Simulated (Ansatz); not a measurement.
# Work function of Sc(0001): what the settings cost and change

Aim: the work function of Sc(0001) against thickness and vacuum, with the cost.

Calculated with Ansatz 0.2.0; plane-wave DFT, PBE, Ansatz PAW.

## (1) Set-up

The cell holds 1 atom: 1 Sc. Cell: a = 3.310 Å, b = 3.310 Å, c = 18.000 Å, α = 90.0°, β = 90.0°, γ = 60.0°. Vacuum lies along c.

## (2) Run, setting 1 layer

A work function rests on the faint tail of the density, so the SCF threshold is tight. The slab grows from one layer, at fixed mesh and 18 Å of vacuum; then the vacuum is varied on one slab.

Input file input.yaml:

```yaml
crystal:
  lattice:
    - [3.31, 0.0, 0.0]
    - [1.655, 2.8665440865, 0.0]
    - [0.0, 0.0, 18.0]
  atoms:
    - { symbol: Sc, position: [0.6666666667, 0.6666666667, 0.5] }
kpoints:
  mp_grid: { grid: [14, 14, 1] }
hamiltonian:
  xc: pbe
scf:
  occupations: { method: fermi_dirac, width: 0.1 }
  convergence: { dr2_threshold: 1.0e-09 }
efield:
  axis: 3
  dipole_correction: true
  ramp_position: 0.97
  ramp_width: 0.06
output:
  write_potential: true
  write_density: true
  volumetric_format: npy
  elf: true
```

The run is started by

```sh
> ansatz run input.yaml --threads 2 --pin off --max-ram 3072MiB --backend cpu --events-out ev --progress --plain --runs-dir out
```

Numbers of over 12 decimals in the logs are rounded to 6 here.

The program printed:

```text
Engine: ansatz 0.2.0, aarch64-unknown-linux-gnu
Pseudopotentials: kind: paw
Pseudopotential: Sc, paw, valence charge 11, recommended cutoff 420 eV (normal), Sc.paw.azcp
Functional definition: PBE
  parameter kappa = 0.804
  parameter beta = 0.066725
  exchange = pbe_x(kappa = kappa, mu = beta*pi^2/3)
  correlation = pbe_c(beta = beta)
Crystal: 1 atoms, lattice volume = 170.789 Å³
Basis set: ecut = 420 eV, 3397 PW (Γ)
Bands: 10, of which v1, the nominal top of the filled ones, is band 6 counted from 1 (5 counted from 0)
Symmetry: 12 space group operations
k-points: 24 of 196
Non-local potential: Sc, projectors of the file, l = 0: 3, l = 1: 2, l = 2: 3, l = 3: 1
PAW form: soft (Blöchl's): semilocal exchange-correlation on the pseudo side does not see the compensation charge
PAW one-centre angular grid: Sc, 590 points (default); XC on 64 Gauss nodes
Initial density: superposition of atomic densities (neutral atoms: chi_scale 0, normalization atom), corrected by the library's trained network
Initial wavefunctions: pseudopotential atomic-orbital guess
Functional: x = pbe(κ = 0.804, μ = 0.219515), c = pbe(β = 0.066725)
SCF iter   1: F=—  HF=-2134.215193 eV  |F-HF|=—  |Δ(HF+E_count)|=         —  Δρ=3.95e-3  dr2=5.27e-2  ethr=1.77e-3  p=-0.000 e·Å  D=-1.95e-15 V/Å  ΔV_dip=0.00 eV  dr2_dipole=4.78e-12  V_vac-E_F(+/−)=3.43/3.43 eV  ⟨swp⟩=4.3  Hψ=1400  notcnv=0
efield: sawtooth ramp at fractional position 0.9700 (set: `efield.ramp_position`, or a place that a band, a saddle search or an elastic batch's reference lends), width 0.0600; the density the first Hamiltonian is built on has a dipole p = -0.000 e·Å; the dipole correction subtracts the counter field D = -1.95e-15 V/Å, which shifts the + side's vacuum level by +0.00 eV against the − side's; the planar-averaged density in the ramp window peaks in size at 1.7e-6 e/Å³
preconditioner: auto → LDOS  [metal: Δε(μ)=0.002 eV  Ē_g=2.425 eV  σ=0.100 eV  W_gap=0.00  n_scr=8 (ndim 8)  ℏωp=4.9 eV  f_vac=0.694  D(μ)=5.55/eV (n_scr^D=42)  β→1.0]
SCF iter   2: F=—  HF=-2134.206036 eV  |F-HF|=—  |Δ(HF+E_count)|=   9.16e-3  Δρ=2.49e-3  dr2=8.33e-3  ethr=4.80e-4  p=0.000 e·Å  D=1.00e-7 V/Å  ΔV_dip=-0.00 eV  dr2_dipole=8.66e-12  V_vac-E_F(+/−)=3.56/3.56 eV  ⟨swp⟩=2.2  Hψ=486  notcnv=0
SCF iter   3: F=—  HF=-2134.206729 eV  |F-HF|=—  |Δ(HF+E_count)|=   6.94e-4  Δρ=7.09e-4  dr2=2.11e-3  ethr=7.58e-5  p=0.000 e·Å  D=2.66e-9 V/Å  ΔV_dip=-0.00 eV  dr2_dipole=6.69e-14  V_vac-E_F(+/−)=3.56/3.56 eV  ⟨swp⟩=2.1  Hψ=333  notcnv=0
SCF iter   4: F=—  HF=-2134.206771 eV  |F-HF|=—  |Δ(HF+E_count)|=   4.20e-5  Δρ=2.43e-4  dr2=2.48e-4  ethr=1.92e-5  p=-0.000 e·Å  D=-3.02e-8 V/Å  ΔV_dip=0.00 eV  dr2_dipole=5.12e-13  V_vac-E_F(+/−)=3.60/3.60 eV  ⟨swp⟩=1.6  Hψ=257  notcnv=0
SCF iter   5: F=—  HF=-2134.206745 eV  |F-HF|=—  |Δ(HF+E_count)|=   2.59e-5  Δρ=7.26e-5  dr2=2.57e-5  ethr=2.25e-6  p=-0.000 e·Å  D=-2.26e-9 V/Å  ΔV_dip=0.00 eV  dr2_dipole=5.61e-14  V_vac-E_F(+/−)=3.62/3.62 eV  ⟨swp⟩=2.2  Hψ=305  notcnv=0
SCF iter   6: F=—  HF=-2134.206753 eV  |F-HF|=—  |Δ(HF+E_count)|=   7.69e-6  Δρ=2.74e-5  dr2=3.39e-6  ethr=2.34e-7  p=-0.000 e·Å  D=-1.62e-8 V/Å  ΔV_dip=0.00 eV  dr2_dipole=1.03e-14  V_vac-E_F(+/−)=3.63/3.63 eV  ⟨swp⟩=1.8  Hψ=260  notcnv=0
SCF iter   7: F=—  HF=-2134.206758 eV  |F-HF|=—  |Δ(HF+E_count)|=   5.02e-6  Δρ=4.68e-6  dr2=3.65e-8  ethr=3.09e-8  p=-0.000 e·Å  D=-4.46e-9 V/Å  ΔV_dip=0.00 eV  dr2_dipole=1.83e-14  V_vac-E_F(+/−)=3.64/3.64 eV  ⟨swp⟩=2.0  Hψ=288  notcnv=0
SCF iter   8: F=—  HF=-2134.206716 eV  |F-HF|=—  |Δ(HF+E_count)|=   4.21e-5  Δρ=1.13e-6  dr2=2.18e-9  ethr=3.32e-10  p=-0.000 e·Å  D=-1.22e-8 V/Å  ΔV_dip=0.00 eV  dr2_dipole=4.12e-14  V_vac-E_F(+/−)=3.64/3.64 eV  ⟨swp⟩=2.8  Hψ=417  notcnv=0
SCF iter   9: F=-2134.206716 eV  HF=-2134.206716 eV  |F-HF|=4.68e-11  |Δ(HF+E_count)|=   1.21e-8  Δρ=3.54e-7  dr2=3.83e-10  ethr=9.09e-12  p=0.000 e·Å  D=2.27e-9 V/Å  ΔV_dip=-0.00 eV  dr2_dipole=3.51e-14  V_vac-E_F(+/−)=3.64/3.64 eV  ⟨swp⟩=2.5  Hψ=507  notcnv=0
SCF 1 converged in 9 iterations: F = -2134.206716 eV  dr2 = 3.83e-10
  greatest PAW one-centre occupation: 0.998 electrons in one spin orbital (limit 2), on the Sc atom at site 0 (counted from 0), in its partial waves of l = 0
WARN: The output density's exchange-correlation potential varies sharply where the density is thin. Do not read a vacuum level from v_tot or v_xc, or from such a field of the output density. On a cell that repeats whose density bears no net charge and no dipole along the vacuum's axis use v_es (v_loc + v_h of the components); under efield.dipole_correction with no amplitude use v_es + v_field, which holds any externa [...]
SCF converged after 9 iterations
Free energy (F): -2134.206716 eV
Harris-Foulkes:  -2134.206716 eV  (|F-HF|=4.68e-11)
Internal energy: -2134.035458 eV  (E = F + TS)
E sigma→0 (E₀):  -2134.121087 eV
Entropy (-TS):   -0.171258 eV (-171.258 meV/atom)
Fermi energy:    -1.548549 eV
Dipole field:    D = -0.000000 V/Å  (p = -0.000000 e·Å, saw-weighted, corrected)
Work function:   Φ+ = 3.6357 eV   Φ− = 3.6357 eV
Levels:          The Fermi level and band energies are counted from a zero that moves with the ramp; work functions are not
--- Per-component energies (eV) ---
  E_band       = -293.862868
  E_kinetic    = 257.711531
  E_local      = -3686.937773  (includes V_loc(G=0)·N_el)
  E_nonlocal   = 84.512832
  E_hartree    = 1646.605214
  E_xc         = -101.951500
  E_vxc        = -125.934911  (∫ρ·V_xc dr)
  E_paw        = -955.719595  (= ΣΔE_a)
  E_vpaw       = -116.423932  (= ΣTr[D̂ρ^β])
  E_aug_tail   = 0.000011  (compensation charges beyond the density's cutoff)
  E_efield     = 0.000000  (sawtooth field / dipole correction)
  E_vefield    = 0.000000  (∫n·V_field dr)
  E_ewald      = 621.743822
  E_smearing   = -0.171258  (= −TS)
  E_closure    = 0.000000  (closes the sum)
  Σ components = -2134.206716   (vs F -2134.206716, Δ=0.00e0)
--- Band table (eV; the first three rows and the last of 24) ---
  k-point 0: bands = ["-51.8279", "-30.6142", "-30.2183", "-30.2183", "-5.2446", "-1.5241", "-1.3359", "-0.3421", "-0.3421", "0.7015"]
  k-point 1: bands = ["-51.8263", "-30.6125", "-30.2311", "-30.2213", "-5.1302", "-1.5159", "-1.2803", "-0.4243", "-0.2675", "0.6817"]
  k-point 2: bands = ["-51.8219", "-30.6076", "-30.2669", "-30.2296", "-4.7959", "-1.5051", "-1.1274", "-0.6325", "-0.0506", "0.6267"]
  k-point 23: bands = ["-51.7922", "-30.5752", "-30.4137", "-30.3750", "-1.6358", "-1.3815", "-1.1098", "-0.7302", "0.0249", "3.2317"]
```

Run time: 10 s. Hardware: 2 threads of Arm Neoverse N1, shared host; peak memory 0.4 GiB.

Numbers from this step:

* energy at zero smearing: -2134.1211 eV
* work function, upper face: 3.636 eV

Running mean over 2.638 Å of the planar mean; the ramp of the sawtooth is left out. Electron's electrostatic potential energy less the Fermi level against z:

```
z (Å)  electron's electrostatic potential energy less the Fermi level (eV)
  3.0                                                                 3.64
  3.5                                                                 3.63
  4.0                                                                 3.63
  4.5                                                                 3.62
  5.0                                                                 3.60
  5.5                                                                 3.55
  6.0                                                                 3.39
  6.5                                                                 2.99
  7.0                                                                 1.95
  7.5                                                               -0.386
  8.0                                                                -3.44
  8.5                                                                -5.28
  9.0                                                                -5.76
  9.5                                                                -5.28
 10.0                                                                -3.44
 10.5                                                               -0.386
 11.0                                                                 1.95
 11.5                                                                 2.99
 12.0                                                                 3.39
 12.5                                                                 3.55
 13.0                                                                 3.60
 13.5                                                                 3.62
 14.0                                                                 3.63
 14.5                                                                 3.63
 15.0                                                                 3.64
```

Electrostatic potential energy in the ca plane at fractional y = 0.667, with atoms of Sc within 0.2 Å of it. With pseudopotentials it is smooth inside the atoms' cores, unlike the true potential.

Ten even steps from '0' (-26 eV) to '9' (2 eV), each cell a mean:
```
99999999999999999997521368999999999999999999
99999999999999999986100047999999999999999999
99999999999999999985000027899999999999999999
99999999999999999986200047999999999999999999
99999999999999999998532478999999999999999999
99999999999999999999877889999999999999999999
99999999999999999999988899999999999999999999
99999999999999999999877789999999999999999999
```
Columns run along c (18.0 Å; values clipped at the 3rd and 97th percentile), rows up along a (3.3 Å). Atoms in or near the plane, at fractional coordinates: Sc at (0.50, 0.67).

Valence density in the ca plane at fractional y = 0.667, with atoms of Sc within 0.2 Å of it. It is the smooth field of the valence electrons, not physical close to the nuclei.

Ten steps, logarithmic in the rise over the least value, from '0' (0.0 e/Å³) to '9' (7.1 e/Å³), each cell a mean:
```
00000000000000000001356421000000000000000000
00000000000000000001689731000000000000000000
00000000000000000002799841000000000000000000
00000000000000000001589731000000000000000000
00000000000000000001355421000000000000000000
00000000000000000001122211000000000000000000
00000000000000000001122111000000000000000000
00000000000000000001122211000000000000000000
```
Columns run along c (18.0 Å), rows up along a (3.3 Å). Atoms in or near the plane, at fractional coordinates: Sc at (0.50, 0.67).

ELF in the ca plane at fractional y = 0.667, with atoms of Sc within 0.2 Å of it. It is the smooth field of the valence electrons, not physical close to the nuclei.

Values, 5 rows by 16 columns, each cell a mean:
```
0.00 0.00 0.00 0.00 0.00 0.04 0.10 0.33 0.42 0.10 0.05 0.01 0.00 0.00 0.00 0.00
0.00 0.00 0.00 0.00 0.00 0.02 0.02 0.45 0.47 0.03 0.03 0.00 0.00 0.00 0.00 0.00
0.00 0.00 0.00 0.00 0.00 0.04 0.09 0.35 0.44 0.09 0.05 0.01 0.00 0.00 0.00 0.00
0.00 0.00 0.00 0.00 0.01 0.07 0.35 0.29 0.26 0.38 0.11 0.01 0.00 0.00 0.00 0.00
0.00 0.00 0.00 0.00 0.01 0.08 0.36 0.31 0.27 0.40 0.11 0.01 0.00 0.00 0.00 0.00
```
Columns run along c (18.0 Å), rows up along a (3.3 Å). Atoms in or near the plane, at fractional coordinates: Sc at (0.50, 0.67).

The work function is 3.636 eV.

## (3) Run, 2 atoms

System of this step: Sc(0001). The cell holds 2 atoms: 2 Sc. Cell: a = 3.310 Å, b = 3.310 Å, c = 20.638 Å, α = 90.0°, β = 90.0°, γ = 60.0°. Vacuum lies along c.

input.yaml, the sections that differ from step 2:

```yaml
crystal:
  lattice:
    - [3.31, 0.0, 0.0]
    - [1.655, 2.8665440865, 0.0]
    - [0.0, 0.0, 20.63807]
  atoms:
    - { symbol: Sc, position: [0.6666666667, 0.6666666667, 0.4360872892] }
    - { symbol: Sc, position: [0.0, 0.0, 0.5639127108] }
output:
  write_potential: true
  write_density: true
  volumetric_format: npy
# kpoints, hamiltonian, scf, efield: as in step 2
```

The program printed:

```text
[...]
Crystal: 2 atoms, lattice volume = 195.819 Å³
Basis set: ecut = 420 eV, 3885 PW (Γ)
Bands: 15, of which v1, the nominal top of the filled ones, is band 11 counted from 1 (10 counted from 0)
Symmetry: 6 space group operations
k-points: 24 of 196 (time reversal used)
[...]
k-point 1: bands = [... 7 lower, -28.4490, -4.4898, -2.8797, -0.1318, -0.0586, 0.7711, 1.0960, 1.2425, ... 4 higher]
  k-point 2: bands = [... 7 lower, -28.4559, -4.1684, -2.5713, -0.1519, 0.0043, 0.7286, 0.9491, 1.1269, ... 4 higher]
  k-point 23: bands = [... 7 lower, -28.5880, -0.8105, -0.5694, -0.3571, 0.2536, 0.3240, 0.4895, 0.5537, ... 4 higher]
[key lines of the parts left out:]
SCF converged after 9 iterations
Free energy (F): -4270.225300 eV
Fermi energy:    -0.175512 eV
Dipole field:    D = -0.000000 V/Å  (p = -0.000001 e·Å, saw-weighted, corrected)
Work function:   Φ+ = 3.6396 eV   Φ− = 3.6396 eV
```

Elapsed: 19 s, on 2 threads; peak memory 0.42 GiB.

The work function is 3.640 eV, +0.004 eV from the run “1 layer”, at 1.9 times its CPU time.

## (4) Run, 3 atoms

System of this step: Sc(0001). The cell holds 3 atoms: 3 Sc. Cell: a = 3.310 Å, b = 3.310 Å, c = 23.276 Å, α = 90.0°, β = 90.0°, γ = 60.0°. Vacuum lies along c.

input.yaml, the sections that differ from step 3:

```yaml
crystal:
  lattice:
    - [3.31, 0.0, 0.0]
    - [1.655, 2.8665440865, 0.0]
    - [0.0, 0.0, 23.27614]
  atoms:
    - { symbol: Sc, position: [0.0, 0.0, 0.3866620496] }
    - { symbol: Sc, position: [0.6666666667, 0.6666666667, 0.5] }
    - { symbol: Sc, position: [0.0, 0.0, 0.6133379504] }
# kpoints, hamiltonian, scf, efield, output: as in step 3
```

The program printed:

```text
[...]
Crystal: 3 atoms, lattice volume = 220.850 Å³
Basis set: ecut = 420 eV, 4409 PW (Γ)
Bands: 21, of which v1, the nominal top of the filled ones, is band 17 counted from 1 (16 counted from 0)
Symmetry: 6 space group operations
k-points: 24 of 196 (time reversal used)
[...]
k-point 0: bands = [... 13 lower, -2.8243, -1.4516, 0.9510, 0.9680, 1.4644, 2.1918, 2.2222, 2.2222, ... 4 higher]
  k-point 1: bands = [... 13 lower, -2.7177, -1.3508, 0.9675, 0.9703, 1.4451, 2.0830, 2.1452, 2.2885, ... 4 higher]
  k-point 2: bands = [... 13 lower, -2.4085, -1.0633, 0.9284, 0.9899, 1.4413, 1.8301, 1.9534, 2.3072, ... 4 higher]
  k-point 23: bands = [... 13 lower, 0.3185, 0.3207, 0.6351, 0.9331, 1.2038, 1.3189, 1.3499, 1.5508, ... 4 higher]
[key lines of the parts left out:]
SCF converged after 10 iterations
Free energy (F): -6406.031875 eV
Fermi energy:    0.863685 eV
Dipole field:    D = 0.000001 V/Å  (p = 0.000001 e·Å, saw-weighted, corrected)
Work function:   Φ+ = 3.6413 eV   Φ− = 3.6413 eV
```

Elapsed: 33 s, on 2 threads; peak memory 0.47 GiB; 31 s of CPU time.

The work function is 3.641 eV, +0.002 eV from the run “2 layers”, at 1.6 times its CPU time.

## (5) Slab, 4 atoms

System of this step: Sc(0001). The cell holds 4 atoms: 4 Sc. Cell: a = 3.310 Å, b = 3.310 Å, c = 25.914 Å, α = 90.0°, β = 90.0°, γ = 60.0°. Vacuum lies along c.

input.yaml, the sections that differ from step 4:

```yaml
crystal:
  lattice:
    - [3.31, 0.0, 0.0]
    - [1.655, 2.8665440865, 0.0]
    - [0.0, 0.0, 25.91421]
  atoms:
    - { symbol: Sc, position: [0.6666666667, 0.6666666667, 0.3472998019] }
    - { symbol: Sc, position: [0.0, 0.0, 0.449099934] }
    - { symbol: Sc, position: [0.6666666667, 0.6666666667, 0.550900066] }
    - { symbol: Sc, position: [0.0, 0.0, 0.6527001981] }
# kpoints, hamiltonian, scf, efield, output: as in step 4
```

The program printed:

```text
[...]
Crystal: 4 atoms, lattice volume = 245.881 Å³
Basis set: ecut = 420 eV, 4875 PW (Γ)
Bands: 27, of which v1, the nominal top of the filled ones, is band 22 counted from 1 (21 counted from 0)
Symmetry: 6 space group operations
k-points: 24 of 196 (time reversal used)
[...]
k-point 0: bands = [... 18 lower, -1.4350, -0.3831, 1.7815, 1.8062, 2.1780, 2.6204, 3.0547, 3.0547, ... 6 higher]
  k-point 1: bands = [... 18 lower, -1.3324, -0.2851, 1.7922, 1.8141, 2.1297, 2.6093, 2.9569, 2.9633, ... 6 higher]
  k-point 2: bands = [... 18 lower, -1.0369, -0.0079, 1.7694, 1.7946, 2.0605, 2.6050, 2.6900, 2.7242, ... 6 higher]
  k-point 23: bands = [... 18 lower, 1.1597, 1.1696, 1.3153, 1.5752, 1.7004, 2.1148, 2.1581, 2.1715, ... 6 higher]
[key lines of the parts left out:]
SCF converged after 10 iterations
Free energy (F): -8541.868210 eV
Fermi energy:    1.699848 eV
Dipole field:    D = 0.000000 V/Å  (p = 0.000000 e·Å, saw-weighted, corrected)
Work function:   Φ+ = 3.6441 eV   Φ− = 3.6441 eV
```

Elapsed: 39 s, on 2 threads; peak memory 0.52 GiB.

The work function is 3.644 eV, +0.003 eV from the run “3 layers”, at 1.4 times its CPU time.

## (6) Run, 5 atoms

System of this step: Sc(0001). The cell holds 5 atoms: 5 Sc. Its edges and angles: a = 3.310 Å, b = 3.310 Å, c = 28.552 Å, α = 90.0°, β = 90.0°, γ = 60.0°. Vacuum lies along c.

input.yaml, the sections that differ from step 5:

```yaml
crystal:
  lattice:
    - [3.31, 0.0, 0.0]
    - [1.655, 2.8665440865, 0.0]
    - [0.0, 0.0, 28.55228]
  atoms:
    - { symbol: Sc, position: [0.0, 0.0, 0.3152112546] }
    - { symbol: Sc, position: [0.6666666667, 0.6666666667, 0.4076056273] }
    - { symbol: Sc, position: [0.0, 0.0, 0.5] }
    - { symbol: Sc, position: [0.6666666667, 0.6666666667, 0.5923943727] }
    - { symbol: Sc, position: [0.0, 0.0, 0.6847887454] }
# kpoints, hamiltonian, scf, efield, output: as in step 5
```

The program printed:

```text
[...]
Crystal: 5 atoms, lattice volume = 270.911 Å³
Basis set: ecut = 420 eV, 5363 PW (Γ)
Bands: 33, of which v1, the nominal top of the filled ones, is band 28 counted from 1 (27 counted from 0)
Symmetry: 6 space group operations
k-points: 24 of 196 (time reversal used)
[...]
k-point 0: bands = [... 24 lower, 0.4266, 2.4674, 2.4836, 2.8136, 3.0762, 3.5322, 3.7519, 3.7519, ... 6 higher]
  k-point 1: bands = [... 24 lower, 0.5234, 2.4754, 2.4947, 2.7488, 3.0480, 3.5089, 3.6434, 3.6719, ... 6 higher]
  k-point 2: bands = [... 24 lower, 0.7957, 2.4572, 2.4608, 2.6369, 3.0002, 3.3684, 3.3781, 3.5452, ... 6 higher]
  k-point 23: bands = [... 24 lower, 1.8524, 1.9845, 2.0514, 2.2838, 2.4838, 2.6223, 2.8385, 2.8463, ... 6 higher]
[key lines of the parts left out:]
SCF converged after 10 iterations
Free energy (F): -10677.706733 eV
Fermi energy:    2.382607 eV
Dipole field:    D = 0.000000 V/Å  (p = 0.000000 e·Å, saw-weighted, corrected)
Work function:   Φ+ = 3.6459 eV   Φ− = 3.6459 eV
```

The job ended after 51 s (2 threads; peak memory 0.58 GiB; 61 s of CPU time).

The work function is 3.646 eV, +0.002 eV from the run “4 layers”, at 1.4 times its CPU time.

(Part 1 of 2 ends here.)

[Logs are printed without paths, hosts, clocks, repeated set-up lines and the standing remarks that a program may print on its own settings, such as how far it seeks lower states.]

[Hosts, paths, dates, database ids (printed as entryN), source tags and the programs' standing remarks are cut or masked in the printed files.]

[Maps of the electrostatic potential energy from Ansatz leave out the sawtooth potential of an applied field or a dipole correction, so their vacuum need not be flat; planar profiles and work functions include it.]
